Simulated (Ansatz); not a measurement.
# HfC (Fm-3m): modes against biaxial strain in the (111) plane

Aim: how do the optical modes of HfC (Fm-3m) shift and split under this strain?

Program: Ansatz 0.2.0. Level of theory: DFT LDA, scalar-relativistic, plane waves, PAW; PAW set soft_1. Results are calculated unless marked as measured.

The database entry behind the starting cell differs from later determinations by our own check (about 0.2 % long), so it need not match the best structure at ambient conditions.

### Step 1. Starting point

It takes space group Fm-3m (No. 225, cubic). The conventional cell has a = 4.650 Å, b = 4.650 Å, c = 4.650 Å, α = 90.00°, β = 90.00°, γ = 90.00°. Nearest to C lie 6 Hf at 2.33 Å. Hf has 6 C at 2.33 Å nearest. Farther neighbours are not listed.

### Step 2. A rough relaxation first

The start is far from rest, so a relaxation with loose tolerances brings it close first.

input.yaml

```yaml
crystal:
  lattice:
    - [0.0, 2.325, 2.325]
    - [2.325, 0.0, 2.325]
    - [2.325, 2.325, 0.0]
  atoms:
    - { symbol: C, position: [0.0, 0.0, 0.0] }
    - { symbol: Hf, position: [0.5, 0.5, 0.5] }
kpoints:
  mp_grid: { grid: [8, 8, 8] }
hamiltonian:
  xc: lda
  pseudopotentials: { kind: paw, azcp: { folder: soft_1 }, xc_functional: pbe }
scf:
  occupations: { method: gaussian, width: 0.1 }
output:
  forces: true
  stress: true
  eigenvalues: true
relax:
  adjacent_minimum: "off"
  f_tol: 0.05
  max_steps: 80
  cell: { stress_tol: 0.5 }
```

Run with:

```
$ ansatz run input.yaml --threads 4 --pin off --max-ram 10240MiB --backend cpu --events-out ev --progress --plain --runs-dir out
```

Numbers of over 12 decimals in the logs are rounded to 6 here.

The log of the run:

```text
The last accepted step is kept in <dir> (removed where the run ends without a failure and the disk answers)
Engine: ansatz 0.2.0, aarch64-unknown-linux-gnu
Pseudopotentials: kind: paw
Pseudopotential: C, paw, valence charge 4, recommended cutoff 420 eV (normal), soft_1/C.paw.azcp
Pseudopotential: Hf, paw, valence charge 26, recommended cutoff 420 eV (normal), soft_1/Hf.paw.azcp
Functional definition: SPW92
[...]
--- Relaxed structure (4 steps of the walk, 4 accepted, 1 SCFs on fresh bases) ---
  F+E_penalty+E_count = -15722.50895017 eV   max|allowed force component| = 1.920e-29 eV/Å   (the final SCF, on the basis selected at the relaxed cell)
  cell:  # Å, volume = 23.9142 Å³
    - [0, 2.286695, 2.286695]
    - [2.286695, 0, 2.286695]
    - [2.286695, 2.286695, 0]
  atoms:
    - { symbol: C, position: [0, 0, 0] }
    - { symbol: Hf, position: [0.5, 0.5, 0.5] }
[key lines of the parts left out:]
SCF converged after 6 iterations
Free energy (F): -15722.508950 eV
Fermi energy:    19.221179 eV
P = ⅓ Tr σ = -0.1068 GPa (-1.068 kbar)
```

Run time: 2.1 s. Hardware: 4 threads of Arm Neoverse V1, shared host; peak memory 0.36 GiB.

Relaxation path:

```
step  energy less that of the first step (eV)  largest force component (eV/Å)  pressure (GPa)  volume (Å³)
   1                                   0.0000                          0.0000          -11.88        25.14
   2                                  -0.0189                          0.0000           11.16        22.99
   3                                  -0.0486                          0.0000           -0.76        23.98
   4                                  -0.0489                          0.0000           -0.04        23.91
  5*                                  -0.0476                          0.0000           -0.11        23.91
```

Relaxation steps marked * repeat the geometry before them on a plane-wave basis chosen anew for their cell, so energy and pressure can jump there.

The run keeps the 48 symmetry operations that it works with, so distortions that break them were not tested.

```
conventional cell, symmetrised  before  after  change
                         a (Å)   4.650  4.573  -1.6 %
                         b (Å)   4.650  4.573  -1.6 %
                         c (Å)   4.650  4.573  -1.6 %
              volume (Å³/atom)   12.57  11.96  -4.9 %
```

The relaxed structure:

```xyz
2
Lattice="0.0000 2.2867 2.2867 2.2867 0.0000 2.2867 2.2867 2.2867 0.0000" Properties=species:S:1:pos:R:3 pbc="T T T"
C     0.0000    0.0000    0.0000
Hf    2.2867    2.2867    2.2867
```

This step gave:

| Property | Result |
| --- | --- |
| pressure | -0.1068 GPa |
| volume per atom | 11.96 Å³ |
| gap on the k-mesh | 0 eV |

In this step the volume went from 12.57 to 11.96 Å³/atom.

### Step 3. Bringing the structure to rest

The cell and atoms are relaxed, since residual forces and stress would shift the frequencies.

input.yaml, the sections that differ from step 2:

```yaml
crystal:
  lattice:
    - [0.0, 2.2866954253, 2.2866954253]
    - [2.2866954253, 0.0, 2.2866954253]
    - [2.2866954253, 2.2866954253, 0.0]
  atoms:
    - { symbol: C, position: [0.0, 0.0, 0.0] }
    - { symbol: Hf, position: [0.5, 0.5, 0.5] }
kpoints:
  mp_grid: { grid: [16, 16, 16] }
output:
  forces: true
  stress: true
  eigenvalues: true
  write_density: true
  write_potential: true
  elf: true
  volumetric_format: npy
relax:
  adjacent_minimum: "off"
  f_tol: 0.005
  max_steps: 80
  cell: { stress_tol: 0.05 }
# hamiltonian, scf: as in step 2
```

The log of the run:

```text
[...]
Crystal: 2 atoms, lattice volume = 23.914 Å³
Basis set: ecut = 420 eV, 459 PW (Γ)
Bands: 19, of which v1, the nominal top of the filled ones, is band 15 counted from 1 (14 counted from 0)
Symmetry: 48 space group operations
[...]
k-points: 145 of 4096
[...]
SCF iter   1: F=—  HF=-15723.154596 eV  |F-HF|=—  |Δ(HF+E_count)|=         —  Δρ=9.17e-2  dr2=2.70e0  ethr=3.10e-3  ⟨swp⟩=5.2  Hψ=12296  notcnv=0
[...]
SCF iter   8: F=-15722.512468 eV  HF=-15722.512468 eV  |F-HF|=5.73e-9  |Δ(HF+E_count)|=   1.14e-7  Δρ=1.34e-5  dr2=2.33e-8  ethr=3.33e-10  ⟨swp⟩=14.5  Hψ=28281  notcnv=0
SCF 1 converged in 8 iterations: F = -15722.512468 eV  dr2 = 2.33e-8
  Residual-converged pass: ⟨swp⟩=1.1  Hψ=3348  notcnv=0  max |occ|·‖R‖ = 7.1e-9 eV (tolerance 1.0e-8 eV)  dr2=2.33e-8  dr2_onsite=9.09e-9  max |Δocc| = 5.5e-10
[...]
relax step   1: F+E_penalty+E_count = -15722.51246781 eV  Δ(F+E_penalty+E_count) = +0.000e0 eV  max|allowed force component| = 4.273e-29 eV/Å  Δτ_max = 0.0000 Å  P = -0.111 GPa  Ω = 23.914 Å³  (8 SCF iters, dr2 threshold 1.00e-7 eV, accepted)
Crystal: 2 atoms, lattice volume = 23.898 Å³
[...]
SCF iter   4: F=-15722.512493 eV  HF=-15722.512493 eV  |F-HF|=1.75e-8  |Δ(HF+E_count)|=   5.40e-9  Δρ=8.72e-6  dr2=1.88e-8  ethr=1.03e-10  ⟨swp⟩=9.3  Hψ=19398  notcnv=0
SCF 2 converged in 4 iterations: F = -15722.512493 eV  dr2 = 1.88e-8
relax step   2: F+E_penalty+E_count = -15722.51249323 eV  Δ(F+E_penalty+E_count) = -2.542e-5 eV  max|allowed force component| = 2.437e-29 eV/Å  Δτ_max = 0.0000 Å  P = +0.070 GPa  Ω = 23.898 Å³  energy of the carried Pulay correction = +2.328e-5 eV  (4 SCF iters, dr2 threshold 3.08e-8 eV, accepted)
Crystal: 2 atoms, lattice volume = 23.904 Å³
[...]
SCF iter   3: F=-15722.512486 eV  HF=-15722.512486 eV  |F-HF|=1.23e-9  |Δ(HF+E_count)|=   7.31e-9  Δρ=2.57e-6  dr2=8.63e-10  ethr=4.04e-11  ⟨swp⟩=9.5  Hψ=19942  notcnv=0
SCF 3 converged in 3 iterations: F = -15722.512486 eV  dr2 = 8.63e-10
relax step   3: F+E_penalty+E_count = -15722.51248564 eV  Δ(F+E_penalty+E_count) = +7.591e-6 eV  max|allowed force component| = 6.889e-29 eV/Å  Δτ_max = 0.0000 Å  P = -0.000 GPa  Ω = 23.904 Å³  energy of the carried Pulay correction = +1.431e-5 eV  (3 SCF iters, dr2 threshold 1.21e-8 eV, accepted)
[...]
SCF iter   5: F=-15722.512470 eV  HF=-15722.512470 eV  |F-HF|=5.46e-12  |Δ(HF+E_count)|=  7.28e-12  Δρ=8.00e-8  dr2=1.56e-12  ethr=1.00e-12  ⟨swp⟩=6.5  Hψ=14224  notcnv=0
SCF 4 converged in 5 iterations: F = -15722.512470 eV  dr2 = 1.56e-12
relax step   4: F+E_penalty+E_count = -15722.51247021 eV  Δ(F+E_penalty+E_count) = +1.543e-5 eV  max|allowed force component| = 9.572e-29 eV/Å  Δτ_max = 0.0000 Å  P = -0.001 GPa  Ω = 23.904 Å³  stress off target by 9.57e-4 GPa  SCF on the basis re-selected at this cell (its energy is not comparable with the rows above)  (5 SCF iters)
[...]
SCF converged after 5 iterations
Free energy (F): -15722.512470 eV
[...]
Internal energy: -15722.510266 eV  (E = F + TS)
E sigma→0 (E₀):  -15722.511368 eV
Entropy (-TS):   -0.002205 eV (-1.102 meV/atom)
Fermi energy:    19.262264 eV
[...]
--- Stress (GPa, compression-positive) ---
       -0.000957      -0.000000      -0.000000
       -0.000000      -0.000957      -0.000000
       -0.000000      -0.000000      -0.000957
  P = ⅓ Tr σ = -0.0010 GPa (-0.010 kbar)
--- Band table (eV; the first three rows and the last of 145) ---
  k-point 0: bands = [... 11 lower, 8.4570, 20.3770, 20.3770, 20.3770, 20.5497, 20.5497, 20.5497, 22.7094]
  k-point 1: bands = [... 11 lower, 8.4571, 19.5296, 19.7874, 19.7874, 20.8082, 20.8082, 21.1601, 23.2520]
  k-point 2: bands = [... 11 lower, 8.4574, 18.4537, 18.9320, 18.9320, 21.1560, 21.1560, 21.6251, 24.3880]
  k-point 144: bands = [... 11 lower, 9.7222, 16.1576, 16.5250, 16.5250, 23.0216, 23.0216, 26.2692, 26.6937]
--- Relaxed structure (3 steps of the walk, 3 accepted, 1 SCFs on fresh bases) ---
[...]
cell:  # Å, volume = 23.9040 Å³
    - [0, 2.286373, 2.286373]
    - [2.286373, 0, 2.286373]
    - [2.286373, 2.286373, 0]
  atoms:
    - { symbol: C, position: [0, 0, 0] }
    - { symbol: Hf, position: [0.500000, 0.500000, 0.500000] }
```

The job ended after 5.5 s (4 threads; peak memory 0.44 GiB; 20 s of CPU time).

Little changed from the start: no atom moved by 0.005 Å and no cell edge by 0.1 %.

This step gave:

| Property | Result |
| --- | --- |
| pressure | -9.57e-4 GPa |
| volume per atom | 11.95 Å³ |

ELF in the ac plane of the conventional cell at fractional y = 0.000, with atoms of C and Hf within 0.2 Å of it. It is the smooth field of the valence electrons, not physical close to the nuclei.

Values, 14 rows by 14 columns, each cell a mean:
```
0.28 0.63 0.74 0.36 0.36 0.72 0.84 0.85 0.81 0.56 0.25 0.58 0.74 0.40
0.72 0.77 0.70 0.33 0.21 0.50 0.72 0.77 0.64 0.32 0.19 0.54 0.76 0.74
0.59 0.57 0.48 0.26 0.14 0.21 0.36 0.39 0.27 0.14 0.18 0.39 0.54 0.58
0.28 0.22 0.18 0.19 0.26 0.33 0.36 0.37 0.34 0.31 0.23 0.18 0.19 0.25
0.61 0.46 0.21 0.18 0.48 0.70 0.74 0.74 0.73 0.63 0.31 0.14 0.32 0.56
0.83 0.75 0.46 0.22 0.57 0.77 0.63 0.53 0.71 0.73 0.34 0.27 0.64 0.81
0.85 0.83 0.61 0.28 0.59 0.72 0.28 0.10 0.53 0.74 0.37 0.39 0.77 0.85
0.85 0.81 0.56 0.25 0.58 0.74 0.40 0.28 0.63 0.74 0.36 0.36 0.72 0.84
0.77 0.64 0.32 0.19 0.54 0.76 0.74 0.72 0.77 0.70 0.33 0.21 0.50 0.72
0.39 0.27 0.14 0.18 0.39 0.54 0.58 0.59 0.57 0.48 0.26 0.14 0.21 0.36
0.37 0.34 0.31 0.23 0.18 0.19 0.25 0.28 0.22 0.18 0.19 0.26 0.33 0.36
0.74 0.73 0.63 0.31 0.14 0.32 0.56 0.61 0.46 0.21 0.18 0.48 0.70 0.74
0.53 0.71 0.73 0.34 0.27 0.64 0.81 0.83 0.75 0.46 0.22 0.57 0.77 0.63
0.10 0.53 0.74 0.37 0.39 0.77 0.85 0.85 0.83 0.61 0.28 0.59 0.72 0.28
```
Columns run along a (4.6 Å), rows up along c (4.6 Å), edges of the conventional cell, whose origin can differ from the input's. Atoms in or near the plane, at fractional coordinates: C at (0.00, 0.00), C at (0.50, 0.50), Hf at (0.50, 0.00), Hf at (0.00, 0.50).

Electrostatic potential energy in the ac plane of the conventional cell at fractional y = 0.000, with atoms of C and Hf within 0.2 Å of it. With pseudopotentials it is smooth inside the atoms' cores, unlike the true potential.

Ten even steps from '_' (-35 eV) to '@' (20 eV), each cell a mean:
```
__--%%@@**==++++====%%@@**__
++##@@@@%%++==--==**@@@@%%**
@@@@@@@@@@%%****##%%@@@@@@@@
%%%%@@@@@@@@@@%%@@@@@@@@@@%%
==++##@@@@@@%%%%@@@@@@%%**==
==--++%%@@##--..++@@@@##====
**====%%@@++____..%%%%**--++
++====%%@@**____--%%@@**==++
--==**@@@@%%**++##@@@@%%++==
**##%%@@@@@@@@@@@@@@@@@@%%**
%%@@@@@@@@@@%%%%%%@@@@@@@@@@
%%@@@@@@%%**====++##@@@@@@%%
..++@@@@##======--++%%@@##--
__..%%%%**--++**====%%@@++__
```
Columns run along a (4.6 Å; values clipped at the 3rd and 97th percentile), rows up along c (4.6 Å), edges of the conventional cell, whose origin can differ from the input's. Atoms in or near the plane, at fractional coordinates: C at (0.00, 0.00), C at (0.50, 0.50), Hf at (0.50, 0.00), Hf at (0.00, 0.50).

Valence density in the ac plane of the conventional cell at fractional y = 0.000, with atoms of C and Hf within 0.2 Å of it. It is the smooth field of the valence electrons, not physical close to the nuclei.

Ten steps, logarithmic in the rise over the least value, from '0' (0 e/Å³) to '9' (50 e/Å³), each cell a mean:
```
22101589731122
21100356410012
10000012100001
10000001000001
32100111100013
76200122210147
97311222211269
97311222210158
64100122110035
21000011000001
10000011000000
11000133210011
22101477620012
22112699731122
```
Columns run along a (4.6 Å), rows up along c (4.6 Å), edges of the conventional cell, whose origin can differ from the input's. Atoms in or near the plane, at fractional coordinates: C at (0.00, 0.00), C at (0.50, 0.50), Hf at (0.50, 0.00), Hf at (0.00, 0.50).

In this step the volume went from 11.96 to 11.95 Å³/atom.

### Step 4. Tight relaxation

Phonons need small forces and stress, so the relaxation is finished with tight tolerances on 16×16×16 k points.

input.yaml, the sections that differ from step 3:

```yaml
crystal:
  lattice:
    - [0.0, 2.2863725987, 2.2863725987]
    - [2.2863725987, 0.0, 2.2863725987]
    - [2.2863725987, 2.2863725987, 0.0]
  atoms:
    - { symbol: C, position: [0.0, 0.0, 0.0] }
    - { symbol: Hf, position: [0.5, 0.5, 0.5] }
scf:
  occupations: { method: methfessel_paxton, width: 0.2 }
relax:
  adjacent_minimum: "off"
  f_tol: 0.001
  max_steps: 60
  cell: { stress_tol: 0.01 }
# kpoints, hamiltonian, output: as in step 3
```

The log of the run:

```text
[...]
Crystal: 2 atoms, lattice volume = 23.904 Å³
Basis set: ecut = 420 eV, 459 PW (Γ)
Bands: 19, of which v1, the nominal top of the filled ones, is band 15 counted from 1 (14 counted from 0)
Symmetry: 48 space group operations
[...]
k-points: 145 of 4096
[...]
k-point 144: bands = [... 11 lower, 9.7226, 16.1580, 16.5252, 16.5252, 23.0218, 23.0218, 26.2689, 26.6936]
--- Relaxed structure (1 steps of the walk, 1 accepted, 1 SCFs on fresh bases) ---
[...]
cell:  # Å, volume = 23.9040 Å³
    - [0.0, 2.2863725987, 2.2863725987]
    - [2.2863725987, 0.0, 2.2863725987]
    - [2.2863725987, 2.2863725987, 0.0]
  atoms:
    - { symbol: C, position: [0.0, 0.0, 0.0] }
    - { symbol: Hf, position: [0.5, 0.5, 0.5] }
[key lines of the parts left out:]
SCF converged after 6 iterations
Free energy (F): -15722.511974 eV
Fermi energy:    19.265170 eV
P = ⅓ Tr σ = 0.0079 GPa (0.079 kbar)
```

It took 3.2 s on 4 threads; peak memory 0.44 GiB.

Little changed from the start: no atom moved by 0.005 Å and no cell edge by 0.1 %.

This step gave:

```
pressure : 0.007895 GPa
```

ELF in the ac plane of the conventional cell at fractional y = 0.000, with atoms of C and Hf within 0.2 Å of it. It is the smooth field of the valence electrons, not physical close to the nuclei.

Values, 14 rows by 14 columns, each cell a mean:
```
0.28 0.63 0.74 0.36 0.36 0.72 0.84 0.85 0.81 0.56 0.25 0.58 0.74 0.40
0.72 0.77 0.70 0.33 0.21 0.50 0.72 0.77 0.64 0.32 0.19 0.54 0.76 0.74
0.59 0.57 0.48 0.26 0.14 0.21 0.36 0.39 0.27 0.14 0.18 0.39 0.54 0.58
0.28 0.22 0.18 0.19 0.26 0.33 0.36 0.37 0.34 0.31 0.23 0.18 0.19 0.25
0.61 0.46 0.21 0.18 0.48 0.70 0.74 0.74 0.73 0.63 0.31 0.14 0.32 0.56
0.83 0.75 0.46 0.22 0.57 0.77 0.63 0.53 0.71 0.73 0.34 0.27 0.64 0.81
0.85 0.83 0.61 0.28 0.59 0.72 0.28 0.10 0.53 0.74 0.37 0.39 0.77 0.85
0.85 0.81 0.56 0.25 0.58 0.74 0.40 0.28 0.63 0.74 0.36 0.36 0.72 0.84
0.77 0.64 0.32 0.19 0.54 0.76 0.74 0.72 0.77 0.70 0.33 0.21 0.50 0.72
0.39 0.27 0.14 0.18 0.39 0.54 0.58 0.59 0.57 0.48 0.26 0.14 0.21 0.36
0.37 0.34 0.31 0.23 0.18 0.19 0.25 0.28 0.22 0.18 0.19 0.26 0.33 0.36
0.74 0.73 0.63 0.31 0.14 0.32 0.56 0.61 0.46 0.21 0.18 0.48 0.70 0.74
0.53 0.71 0.73 0.34 0.27 0.64 0.81 0.83 0.75 0.46 0.22 0.57 0.77 0.63
0.10 0.53 0.74 0.37 0.39 0.77 0.85 0.85 0.83 0.61 0.28 0.59 0.72 0.28
```
Columns run along a (4.6 Å), rows up along c (4.6 Å), edges of the conventional cell, whose origin can differ from the input's. Atoms in or near the plane, at fractional coordinates: C at (0.00, 0.00), C at (0.50, 0.50), Hf at (0.50, 0.00), Hf at (0.00, 0.50).

Valence density in the ac plane of the conventional cell at fractional y = 0.000, with atoms of C and Hf within 0.2 Å of it. It is the smooth field of the valence electrons, not physical close to the nuclei.

Values in e/Å³, 14 rows by 14 columns, each cell a mean:
```
 2  1  1  0  1  6 26 36 14  2  1  1  1  2
 1  1  1  0  0  2  6  8  4  1  0  0  1  1
 1  0  0  0  0  0  1  1  1  0  0  0  0  1
 1  0  0  0  0  0  0  1  0  0  0  0  0  1
 3  1  1  0  0  1  1  1  1  0  0  0  1  2
19  8  1  0  0  1  1  2  1  1  0  1  4 14
50 19  3  1  1  1  2  2  2  1  1  1  8 36
36 14  2  1  1  1  2  2  1  1  0  1  6 26
 8  4  1  0  0  1  1  1  1  1  0  0  2  6
 1  1  0  0  0  0  1  1  0  0  0  0  0  1
 1  0  0  0  0  0  1  1  0  0  0  0  0  0
 1  1  0  0  0  1  2  3  1  1  0  0  1  1
 2  1  1  0  1  4 14 19  8  1  0  0  1  1
 2  2  1  1  1  8 36 50 19  3  1  1  1  2
```
Columns run along a (4.6 Å), rows up along c (4.6 Å), edges of the conventional cell, whose origin can differ from the input's. Atoms in or near the plane, at fractional coordinates: C at (0.00, 0.00), C at (0.50, 0.50), Hf at (0.50, 0.00), Hf at (0.00, 0.50).

Electrostatic potential energy in the ac plane of the conventional cell at fractional y = 0.000, with atoms of C and Hf within 0.2 Å of it. With pseudopotentials it is smooth inside the atoms' cores, unlike the true potential.

Values in eV, 14 rows by 14 columns, each cell a mean:
```
-34 -18  11  15   1 -13  -7  -4 -12  -8  10  16  -1 -30
 -6   7  18  17   9  -6 -13 -14 -11   1  14  18  14  -1
 15  17  19  19  16   9   1   0   5  13  18  20  18  16
  9  12  16  19  19  17  15  14  16  18  19  18  14  10
-10  -4   7  16  19  18  11   9  15  19  18  13   1  -8
-10 -14  -4  12  17   7 -18 -25  -6  15  16   5 -11 -12
  1 -10 -10   9  15  -6 -34 -35 -25   9  14   0 -14  -4
 -4 -12  -8  10  16  -1 -30 -34 -18  11  15   1 -13  -7
-14 -11   1  14  18  14  -1  -6   7  18  17   9  -6 -13
  0   5  13  18  20  18  16  15  17  19  19  16   9   1
 14  16  18  19  18  14  10   9  12  16  19  19  17  15
  9  15  19  18  13   1  -8 -10  -4   7  16  19  18  11
-25  -6  15  16   5 -11 -12 -10 -14  -4  12  17   7 -18
-35 -25   9  14   0 -14  -4   1 -10 -10   9  15  -6 -34
```
Columns run along a (4.6 Å; values clipped at the 3rd and 97th percentile), rows up along c (4.6 Å), edges of the conventional cell, whose origin can differ from the input's. Atoms in or near the plane, at fractional coordinates: C at (0.00, 0.00), C at (0.50, 0.50), Hf at (0.50, 0.00), Hf at (0.00, 0.50).

The forces vanish by symmetry and the pressure is 0.008 GPa, within the tolerances set. The cell now holds 11.95 Å³/atom.

[end of part 1 of 3]

[Logs are printed without paths, hosts, clocks, repeated set-up lines and the standing remarks that a program may print on its own settings, such as how far it seeks lower states.]

[Hosts, paths, dates, database ids (printed as entryN), source tags and the programs' standing remarks are cut or masked in the printed files.]
